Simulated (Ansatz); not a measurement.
## ZnO (zincite, P6_3mc): thermal expansion from first principles

Aim: the lattice, expansion, heat capacity and bulk modulus of ZnO (zincite) as it warms.

Program: Ansatz 0.2.0. Level of theory: DFT LDA, scalar-relativistic, plane waves, PAW; PAW set soft_1. Values are calculated unless marked as measured.

**1. Starting point**

It takes space group P6_3mc (No. 186, hexagonal). Conventional cell: a = 3.249 Å, b = 3.249 Å, c = 5.206 Å, α = 90.00°, β = 90.00°, γ = 120.00°. Zn has 4 O at 1.97 to 1.98 Å nearest. Nearest to O lie 4 Zn at 1.97 to 1.98 Å. Farther neighbours, and contacts between anions beyond the nearest, are not listed.

**2. A first coarse run**

Before spending time, one coarse run tells the gap and the pressure of the starting cell.

File input.yaml:

```yaml
crystal:
  lattice:
    - [3.249308, 0.0, 0.0]
    - [-1.624654, 2.8139832727, 0.0]
    - [0.0, 0.0, 5.205709]
  atoms:
    - { symbol: Zn, position: [0.3333333333, 0.6666666667, 0.5] }
    - { symbol: Zn, position: [0.6666666667, 0.3333333333, 0.0] }
    - { symbol: O, position: [0.6666666667, 0.3333333333, 0.37901] }
    - { symbol: O, position: [0.3333333333, 0.6666666667, 0.87901] }
kpoints:
  mp_grid: { grid: [6, 6, 4] }
hamiltonian:
  xc: lda
  pseudopotentials: { kind: paw, azcp: { folder: soft_1 }, xc_functional: pbe }
scf:
  occupations: { method: gaussian, width: 0.1 }
  lower_state_search: "off"
output:
  forces: true
  stress: true
  eigenvalues: true
```

Command:

```console
$ ansatz run input.yaml --threads 18 --pin off --max-ram 92160MiB --backend cuda --events-out ev --progress --plain --runs-dir out --max-vram 78GiB
```

Standard output:

```text
Engine: ansatz 0.2.0, aarch64-unknown-linux-gnu
Pseudopotentials: kind: paw
Pseudopotential: Zn, paw, valence charge 12, recommended cutoff 420 eV (normal), soft_1/Zn.paw.azcp
Pseudopotential: O, paw, valence charge 6, recommended cutoff 420 eV (normal), soft_1/O.paw.azcp
Functional definition: SPW92
  exchange = slater_x
  correlation = pw_c
device memory: the entry about to start is reckoned to put 0.8 GiB on a device that reports 182.5 GiB free (of which the cap on the GPU budget leaves the run 78.0 GiB)
GPU FFT provider: cuFFT
GPU libraries: cuBLAS 13.8.1, cuFFT 12.4.0, cuSOLVER 12.3.2
GPU matrix products: emulated (plane waves: as basis.precision tells), large ones in fixed point in workspaces of 1.00 GiB
Crystal: 4 atoms, lattice volume = 47.598 Å³
Basis set: ecut = 420 eV, 941 PW (Γ)
Bands: 22, of which v1, the nominal top of the filled ones, is band 18 counted from 1 (17 counted from 0)
Symmetry: 12 space group operations
Space group: P63mc (ITA 186), of the structure as read, at distance tolerance 3.6e-5 Å
k-points: 21 of 144 (time reversal used)
Non-local potential: Zn, projectors of the file, l = 0: 2, l = 1: 2, l = 2: 3, l = 3: 1
Non-local potential: O, projectors of the file, l = 0: 2, l = 1: 2, l = 2: 1
PAW form: soft (Blöchl's): semilocal exchange-correlation on the pseudo side does not see the compensation charge
PAW frozen core: Zn, regenerated for the run's functional, and the local potential with it (the file was generated under x = pbe(κ = 0.804, μ = 0.219515), c = pbe(β = 0.066725))
PAW frozen core: O, regenerated for the run's functional, and the local potential with it (the file was generated under x = pbe(κ = 0.804, μ = 0.219515), c = pbe(β = 0.066725))
PAW one-centre angular grid: Zn, 590 points (default); XC on 64 Gauss nodes
PAW one-centre angular grid: O, 110 points (default); XC on 64 Gauss nodes
Initial density: superposition of atomic densities (chi_scale 0.1, normalization cell, long waves kept (reshape's long-wave potential 0.00 eV rms))
Initial wavefunctions: pseudopotential atomic-orbital guess
GPU buffer pool allocated for 20736 grid points (all kernels)
GPU transforms: local potential and band sums: pruned to the plane-wave sphere, on 24×24×36
Functional: x = slater, c = lda
SCF iter   1: F=—  HF=-7604.879973 eV  |F-HF|=—  |Δ(HF+E_count)|=         —  Δρ=1.09e-1  dr2=3.07e0  ethr=3.10e-3  ⟨swp⟩=5.0  Hψ=2223  notcnv=0
preconditioner: auto → Resta (q_TF=auto, 2.604 Å⁻¹)  ε∞=6.5  [insulator: Δε(μ)=1.122 eV  Ē_g=13.796 eV  σ=0.100 eV  W_gap=1.00  n_scr=22 (ndim 8)  ℏωp=32.3 eV  f_vac=0.000  D(μ)=0.00/eV (n_scr^D=0)  ε∞_Penn≈6.5]
SCF iter   2: F=—  HF=-7604.015337 eV  |F-HF|=—  |Δ(HF+E_count)|=   8.65e-1  Δρ=2.24e-2  dr2=1.73e-1  ethr=3.10e-3  ⟨swp⟩=2.4  Hψ=1062  notcnv=0
SCF iter   3: F=—  HF=-7603.907305 eV  |F-HF|=—  |Δ(HF+E_count)|=   1.08e-1  Δρ=1.64e-2  dr2=1.14e-1  ethr=4.80e-4  ⟨swp⟩=2.0  Hψ=1050  notcnv=0
SCF iter   4: F=—  HF=-7603.894320 eV  |F-HF|=—  |Δ(HF+E_count)|=   1.30e-2  Δρ=7.00e-3  dr2=1.47e-2  ethr=3.17e-4  ⟨swp⟩=2.0  Hψ=882  notcnv=0
SCF iter   5: F=—  HF=-7603.899723 eV  |F-HF|=—  |Δ(HF+E_count)|=   5.40e-3  Δρ=1.77e-3  dr2=1.94e-3  ethr=4.08e-5  ⟨swp⟩=2.7  Hψ=1017  notcnv=0
SCF iter   6: F=—  HF=-7603.899502 eV  |F-HF|=—  |Δ(HF+E_count)|=   2.20e-4  Δρ=6.93e-4  dr2=1.61e-4  ethr=5.39e-6  ⟨swp⟩=2.9  Hψ=831  notcnv=0
SCF iter   7: F=—  HF=-7603.899579 eV  |F-HF|=—  |Δ(HF+E_count)|=   7.62e-5  Δρ=1.57e-4  dr2=5.74e-6  ethr=4.48e-7  ⟨swp⟩=2.4  Hψ=815  notcnv=0
SCF iter   8: F=—  HF=-7603.899628 eV  |F-HF|=—  |Δ(HF+E_count)|=   4.98e-5  Δρ=1.82e-5  dr2=1.82e-7  ethr=1.59e-8  ⟨swp⟩=2.0  Hψ=766  notcnv=0
SCF iter   9: F=-7603.899628 eV  HF=-7603.899628 eV  |F-HF|=3.17e-10  |Δ(HF+E_count)|=   5.83e-8  Δρ=2.69e-6  dr2=4.37e-9  ethr=2.78e-10  ⟨swp⟩=5.0  Hψ=2083  notcnv=0
SCF 1 converged in 9 iterations: F = -7603.899628 eV  dr2 = 4.37e-9
  greatest PAW one-centre occupation: 0.988 electrons in one spin orbital (limit 2), on the Zn atom at site 1 (counted from 0), in its partial waves of l = 2
SCF converged after 9 iterations
Free energy (F): -7603.899628 eV
Harris-Foulkes:  -7603.899628 eV  (|F-HF|=3.17e-10)
Internal energy: -7603.899628 eV  (E = F + TS)
E sigma→0 (E₀):  -7603.899628 eV
Fermi energy:    7.096962 eV
--- Per-component energies (eV) ---
  E_band       = 47.183052
  E_kinetic    = 628.293900
  E_local      = -4444.213136  (includes V_loc(G=0)·N_el)
  E_nonlocal   = 1762.608399
  E_hartree    = 1661.236576
  E_xc         = -294.509486
  E_vxc        = -282.037028  (∫ρ·V_xc dr)
  E_paw        = -3958.030456  (= ΣΔE_a)
  E_vpaw       = -939.944068  (= ΣTr[D̂ρ^β])
  E_aug_tail   = 0.001190  (compensation charges beyond the density's cutoff)
  E_ewald      = -2962.594745
  E_core_change = 3.308130  (= ΣΔE_core)
  E_smearing   = -0.000000  (= −TS)
  E_closure    = 0.000000  (closes the sum)
  Σ components = -7603.899628   (vs F -7603.899628, Δ=0.00e0)
--- Forces (eV/Å), atoms counted from 1 ---
  atom   1  Zn     0.00000000    -0.00000000    -0.05162876
  atom   2  Zn     0.00000000     0.00000000    -0.05162876
  atom   3  O      0.00000000    -0.00000000     0.05161702
  atom   4  O     -0.00000000     0.00000000     0.05161702
  max |Σ_I F_I| component: 2.35e-5 eV/Å
--- Stress (GPa, compression-positive) ---
       -7.617593      -0.000000      -0.000000
        0.000000      -7.617593      -0.000000
        0.000000      -0.000000      -5.917380
  P = ⅓ Tr σ = -7.0509 GPa (-70.509 kbar)
--- Band table (eV; the first three rows and the last of 21) ---
  k-point 0: bands = [... 14 lower, 5.9085, 6.6539, 6.7281, 6.7281, 7.4566, 11.8042, 14.8421, 19.3897]
  k-point 1: bands = [... 14 lower, 6.0307, 6.0307, 6.6103, 6.6103, 8.6020, 11.3208, 15.2872, 18.8809]
  k-point 2: bands = [... 14 lower, 6.3228, 6.3228, 6.3228, 6.3228, 10.1079, 10.1079, 16.6525, 16.6525]
  k-point 20: bands = [... 14 lower, 4.0035, 4.0035, 5.4900, 5.4900, 14.5820, 14.5820, 14.6113, 14.6113]
```

It took 0.75 s on 1 × NVIDIA GB200 with 18 threads of Arm Neoverse V2, shared host; peak memory 1.1 GiB; 1.4 s of CPU time.

Reading the cycles: dr2 is the Hartree energy of the density residual (eV), the measure of convergence; HF is the Harris–Foulkes estimate of the energy, which meets the free energy F at convergence.

A gap read on the k-mesh alone can miss the band edges.

Numbers from this step:

| Quantity | Value |
| --- | --- |
| pressure | -7.051 GPa |
| volume per atom | 11.90 Å³/atom |
| gap on the k-mesh | 0.7285 eV |

Force by atom:

| atom | x (eV/Å) | y (eV/Å) | z (eV/Å) | size |
| --- | --- | --- | --- | --- |
| Zn1 | 0.0000 | 0.0000 | -0.0516 | 0.0516 |
| Zn2 | 0.0000 | 0.0000 | -0.0516 | 0.0516 |
| O3 | 0.0000 | 0.0000 | 0.0516 | 0.0516 |
| O4 | 0.0000 | 0.0000 | 0.0516 | 0.0516 |

The start is under -7.1 GPa at this level and looks like an insulator or semiconductor on this mesh.

**3. Relaxation**

Phonons are second derivatives about a minimum, so cell and atoms are relaxed first, inside the symmetry of the start.

input.yaml, the sections that differ from step 2:

```yaml
kpoints:
  mp_grid: { grid: [9, 9, 6] }
scf:
  occupations: { method: gaussian, width: 0.02 }
  lower_state_search: "off"
relax:
  adjacent_minimum: "off"
  f_tol: 0.005
  max_steps: 80
  cell: { stress_tol: 0.05 }
# crystal, hamiltonian, output: as in step 2
```

Standard output:

```text
[...]
Crystal: 4 atoms, lattice volume = 47.598 Å³
Basis set: ecut = 420 eV, 941 PW (Γ)
Bands: 22, of which v1, the nominal top of the filled ones, is band 18 counted from 1 (17 counted from 0)
Symmetry: 12 space group operations
[...]
k-points: 48 of 486 (time reversal used)
[...]
SCF iter   1: F=—  HF=-7604.881635 eV  |F-HF|=—  |Δ(HF+E_count)|=         —  Δρ=1.09e-1  dr2=3.06e0  ethr=3.10e-3  ⟨swp⟩=6.1  Hψ=5135  notcnv=0
[...]
SCF iter   2: F=—  HF=-7604.017421 eV  |F-HF|=—  |Δ(HF+E_count)|=   8.64e-1  Δρ=2.24e-2  dr2=1.72e-1  ethr=3.10e-3  ⟨swp⟩=2.5  Hψ=2432  notcnv=0
[...]
SCF iter   9: F=-7603.901886 eV  HF=-7603.901886 eV  |F-HF|=6.46e-11  |Δ(HF+E_count)|=   4.96e-8  Δρ=2.78e-6  dr2=4.53e-9  ethr=2.78e-10  ⟨swp⟩=5.0  Hψ=4733  notcnv=0
SCF 1 converged in 9 iterations: F = -7603.901886 eV  dr2 = 4.53e-9
[...]
relax step   1: F+E_penalty+E_count = -7603.90188553 eV  Δ(F+E_penalty+E_count) = +0.000e0 eV  max|allowed force component| = 5.162e-2 eV/Å  Δτ_max = 0.0000 Å  P = -7.043 GPa  Ω = 47.598 Å³  (9 SCF iters, dr2 threshold 1.00e-7 eV, accepted)
[...]
Crystal: 4 atoms, lattice volume = 46.412 Å³
[...]
iter 1 solved again at ethr=8.58e-6 eV; its pass at ethr=3.10e-3 eV (dr2=3.09e-3 eV) is discarded
[...]
SCF iter   2: F=—  HF=-7603.946268 eV  |F-HF|=—  |Δ(HF+E_count)|=   7.13e-4  Δρ=7.40e-4  dr2=2.48e-4  ethr=8.20e-6  ⟨swp⟩=2.0  Hψ=2001  notcnv=0
[...]
SCF iter   6: F=-7603.946248 eV  HF=-7603.946248 eV  |F-HF|=8.03e-8  |Δ(HF+E_count)|=   1.17e-6  Δρ=1.79e-5  dr2=9.42e-8  ethr=1.11e-9  ⟨swp⟩=4.7  Hψ=5771  notcnv=0
SCF 2 converged in 6 iterations: F = -7603.946248 eV  dr2 = 9.42e-8
[...]
relax step   2: F+E_penalty+E_count = -7603.94624794 eV  Δ(F+E_penalty+E_count) = -4.436e-2 eV  max|allowed force component| = 3.854e-2 eV/Å  Δτ_max = 0.0007 Å  P = -3.473 GPa  Ω = 46.412 Å³  energy of the carried Pulay correction = +4.243e-3 eV  (6 SCF iters, dr2 threshold 4.00e-7 eV, accepted)
[...]
relax step   3: F+E_penalty+E_count = -7603.96201864 eV  Δ(F+E_penalty+E_count) = -1.577e-2 eV  max|allowed force component| = 8.623e-4 eV/Å  Δτ_max = 0.0007 Å  P = +0.314 GPa  Ω = 45.306 Å³  energy of the carried Pulay correction = +8.293e-3 eV  (6 SCF iters, dr2 threshold 4.00e-7 eV, accepted)
[...]
relax step   4: F+E_penalty+E_count = -7603.96178454 eV  Δ(F+E_penalty+E_count) = +2.341e-4 eV  max|allowed force component| = 4.838e-4 eV/Å  Δτ_max = 0.0000 Å  P = +0.003 GPa  Ω = 45.392 Å³  energy of the carried Pulay correction = +7.975e-3 eV  (4 SCF iters, dr2 threshold 2.65e-7 eV, accepted)
[...]
relax step   5: F+E_penalty+E_count = -7603.95525007 eV  Δ(F+E_penalty+E_count) = +6.534e-3 eV  max|allowed force component| = 6.841e-4 eV/Å  Δτ_max = 0.0000 Å  P = -0.209 GPa  Ω = 45.392 Å³  stress off target by 2.25e-1 GPa  SCF on the basis re-selected at this cell (its energy is not comparable with the rows above)  (7 SCF iters)
[...]
relax step   6: F+E_penalty+E_count = -7603.95549832 eV  Δ(F+E_penalty+E_count) = -2.483e-4 eV  max|allowed force component| = 3.586e-4 eV/Å  Δτ_max = 0.0001 Å  P = -0.002 GPa  Ω = 45.334 Å³  energy of the carried Pulay correction = +2.095e-4 eV  (4 SCF iters, dr2 threshold 1.26e-7 eV, accepted)
[...]
SCF iter   2: F=—  HF=-7603.955352 eV  |F-HF|=—  |Δ(HF+E_count)|=   1.36e-4  Δρ=7.61e-6  dr2=1.39e-8  ethr=3.06e-10  ⟨swp⟩=2.9  Hψ=2160  notcnv=0
[...]
SCF iter   7: F=-7603.955352 eV  HF=-7603.955352 eV  |F-HF|=9.09e-13  |Δ(HF+E_count)|=  7.28e-12  Δρ=8.50e-8  dr2=2.21e-12  ethr=1.00e-12  ⟨swp⟩=4.0  Hψ=3740  notcnv=0
SCF 7 converged in 7 iterations: F = -7603.955352 eV  dr2 = 2.21e-12
relax step   7: F+E_penalty+E_count = -7603.95535225 eV  Δ(F+E_penalty+E_count) = +1.461e-4 eV  max|allowed force component| = 3.470e-4 eV/Å  Δτ_max = 0.0000 Å  P = -0.005 GPa  Ω = 45.334 Å³  stress off target by 9.13e-3 GPa  SCF on the basis re-selected at this cell (its energy is not comparable with the rows above)  (7 SCF iters)
basis re-selected at this cell: Δ(F+E_penalty+E_count) = +1.461e-4 eV, ΔP = -0.003 GPa vs the last step (what re-selecting the basis moved, of the pressure what is left beyond the Pulay correction that the steps carried, after the strain that the cell walked since its last selection, with what the two solves' SCF thresholds leave and, on support functions, any second-order correction that the steps lacked; it is no m [...]
SCF converged after 7 iterations
Free energy (F): -7603.955352 eV
[...]
Internal energy: -7603.955352 eV  (E = F + TS)
E sigma→0 (E₀):  -7603.955352 eV
Fermi energy:    7.884117 eV
[...]
--- Forces (eV/Å), atoms counted from 1 ---
  atom   1  Zn    -0.00000000     0.00000000     0.00034386
  atom   2  Zn    -0.00000000     0.00000000     0.00034386
  atom   3  O     -0.00000000     0.00000000    -0.00035010
  atom   4  O     -0.00000000    -0.00000000    -0.00035010
  max |Σ_I F_I| component: 1.25e-5 eV/Å
--- Stress (GPa, compression-positive) ---
       -0.009128       0.000000       0.000000
        0.000000      -0.009128       0.000000
        0.000000       0.000000       0.002577
  P = ⅓ Tr σ = -0.0052 GPa (-0.052 kbar)
--- Band table (eV; the first three rows and the last of 48) ---
  k-point 0: bands = [... 14 lower, 6.6272, 7.3796, 7.4870, 7.4870, 8.2809, 12.7707, 15.6760, 20.4732]
  k-point 1: bands = [... 14 lower, 6.6852, 6.8177, 7.4305, 7.4305, 8.9280, 12.5255, 15.8905, 20.4764]
  k-point 2: bands = [... 14 lower, 6.8443, 6.8443, 7.2747, 7.2747, 9.9392, 11.8745, 16.5114, 18.9490]
  k-point 47: bands = [... 14 lower, 4.6038, 4.6038, 6.1142, 6.1142, 15.4053, 15.4053, 15.5625, 15.5625]
--- Relaxed structure (5 steps of the walk, 5 accepted, 2 SCFs on fresh bases) ---
  F+E_penalty+E_count = -7603.95535225 eV   max|allowed force component| = 3.470e-4 eV/Å   (the final SCF, on the basis selected at the relaxed cell)
  cell:  # Å, volume = 45.3345 Å³
    - [3.187455, 0, 0]
    - [-1.593727, 2.760417, -1.524358e-18]
    - [0, -2.819976e-18, 5.152403]
  atoms:
    - { symbol: Zn, position: [0.333333, 0.666667, 0.500272] }
    - { symbol: Zn, position: [0.666667, 0.333333, 0.000272444] }
    - { symbol: O, position: [0.666667, 0.333333, 0.378738] }
    - { symbol: O, position: [0.333333, 0.666667, 0.878738] }
```

It took 3.9 s on 1 × NVIDIA GB200 with 18 threads; peak memory 1.1 GiB; 9.3 s of CPU time.

The steps of the relaxation:

| step | energy less that of the first step (eV) | largest force component (eV/Å) | pressure (GPa) | volume (Å³) |
| --- | --- | --- | --- | --- |
| 1 | 0.0000 | 0.0516 | -7.04 | 47.60 |
| 2 | -0.0444 | 0.0385 | -3.47 | 46.41 |
| 3 | -0.0601 | 0.0009 | 0.31 | 45.31 |
| 4 | -0.0599 | 0.0005 | 0.00 | 45.39 |
| 5* | -0.0534 | 0.0007 | -0.21 | 45.39 |
| 6 | -0.0536 | 0.0004 | 0.00 | 45.33 |
| 7* | -0.0535 | 0.0003 | -0.01 | 45.33 |

Relaxation steps marked * repeat the geometry before them on a plane-wave basis chosen anew for their cell, so energy and pressure can jump there.

Forces are held to the 12 operations that the program found; a distortion that breaks them can't arise in this run.

| conventional cell, symmetrised | before | after | change |
| --- | --- | --- | --- |
| a (Å) | 3.249 | 3.187 | -1.9 % |
| b (Å) | 3.249 | 3.187 | -1.9 % |
| c (Å) | 5.206 | 5.152 | -1.0 % |
| volume (Å³/atom) | 11.90 | 11.33 | -4.8 % |

Read from the output:

| Quantity | Value |
| --- | --- |
| pressure | -0.005226 GPa |
| gap on the k-mesh | 0.7939 eV |
| volume per atom | 11.33 Å³/atom |

The relaxation ends with a largest force component of 3.5e-4 eV/Å and a pressure of -0.01 GPa.

**4. Tight relaxation**

The thresholds are tightened for a last relaxation ahead of the phonons.

input.yaml, the sections that differ from step 3:

```yaml
crystal:
  lattice:
    - [3.1874549898, 0.0, 0.0]
    - [-1.5937274949, 2.7604169946, 0.0]
    - [0.0, 0.0, 5.1524030769]
  atoms:
    - { symbol: Zn, position: [0.3333333333, 0.6666666667, 0.5002724439] }
    - { symbol: Zn, position: [0.6666666667, 0.3333333333, 0.0002724439] }
    - { symbol: O, position: [0.6666666667, 0.3333333333, 0.3787375561] }
    - { symbol: O, position: [0.3333333333, 0.6666666667, 0.8787375561] }
scf:
  occupations: { method: fixed }
  lower_state_search: "off"
relax:
  adjacent_minimum: "off"
  f_tol: 0.001
  max_steps: 60
  cell: { stress_tol: 0.01 }
# kpoints, hamiltonian, output: as in step 3
```

Standard output:

```text
[...]
GPU FFT provider: cuFFT
GPU libraries: cuBLAS 13.8.1, cuFFT 12.4.0, cuSOLVER 12.3.2
[...]
Crystal: 4 atoms, lattice volume = 45.334 Å³
Basis set: ecut = 420 eV, 881 PW (Γ)
Bands: 22, of which v1, the nominal top of the filled ones, is band 18 counted from 1 (17 counted from 0)
Symmetry: 12 space group operations
[...]
--- Relaxed structure (1 steps of the walk, 1 accepted, 1 SCFs on fresh bases) ---
[...]
cell:  # Å, volume = 45.3345 Å³
    - [3.187455, 0.0, 0.0]
    - [-1.593727, 2.760417, 0.0]
    - [0.0, 0.0, 5.1524030769]
  atoms:
    - { symbol: Zn, position: [0.333333, 0.666667, 0.5002724439] }
    - { symbol: Zn, position: [0.666667, 0.333333, 0.0002724439] }
    - { symbol: O, position: [0.666667, 0.333333, 0.378738] }
    - { symbol: O, position: [0.333333, 0.666667, 0.878738] }
[key lines of the parts left out:]
SCF converged after 7 iterations
Free energy (F): -7603.955352 eV
Fermi energy:    7.486972 eV
P = ⅓ Tr σ = -0.0052 GPa (-0.052 kbar)
```

Elapsed: 1.4 s, on 1 × NVIDIA GB200 with 18 threads; peak memory 1.1 GiB; 3 s of CPU time.

Little changed from the start: no atom moved by 0.005 Å and no cell edge by 0.1 %.

Numbers from this step:

```
pressure : -0.005231 GPa
```

The residual pressure is -0.0052 GPa, small enough for phonons.

[end of part 1 of 2]

[Long decimals in the printed logs are rounded to 6 places.]

[Logs are printed without paths, hosts, clocks, repeated set-up lines and the standing remarks that a program may print on its own settings, such as how far it seeks lower states.]

[Hosts, paths, dates, database ids (printed as entryN), source tags and the programs' standing remarks are cut or masked in the printed files.]

[Where the starting crystal was built by hand or by swapping elements, it need not be the compound's stable phase.]

[A step with changed settings may run another functional than the one named; its input shows which.]

[Pressures of single members of a volume series are the stress at the run's cutoff; with an incomplete basis they can lie off −dE/dV of the same runs, and they are not shown converged.]
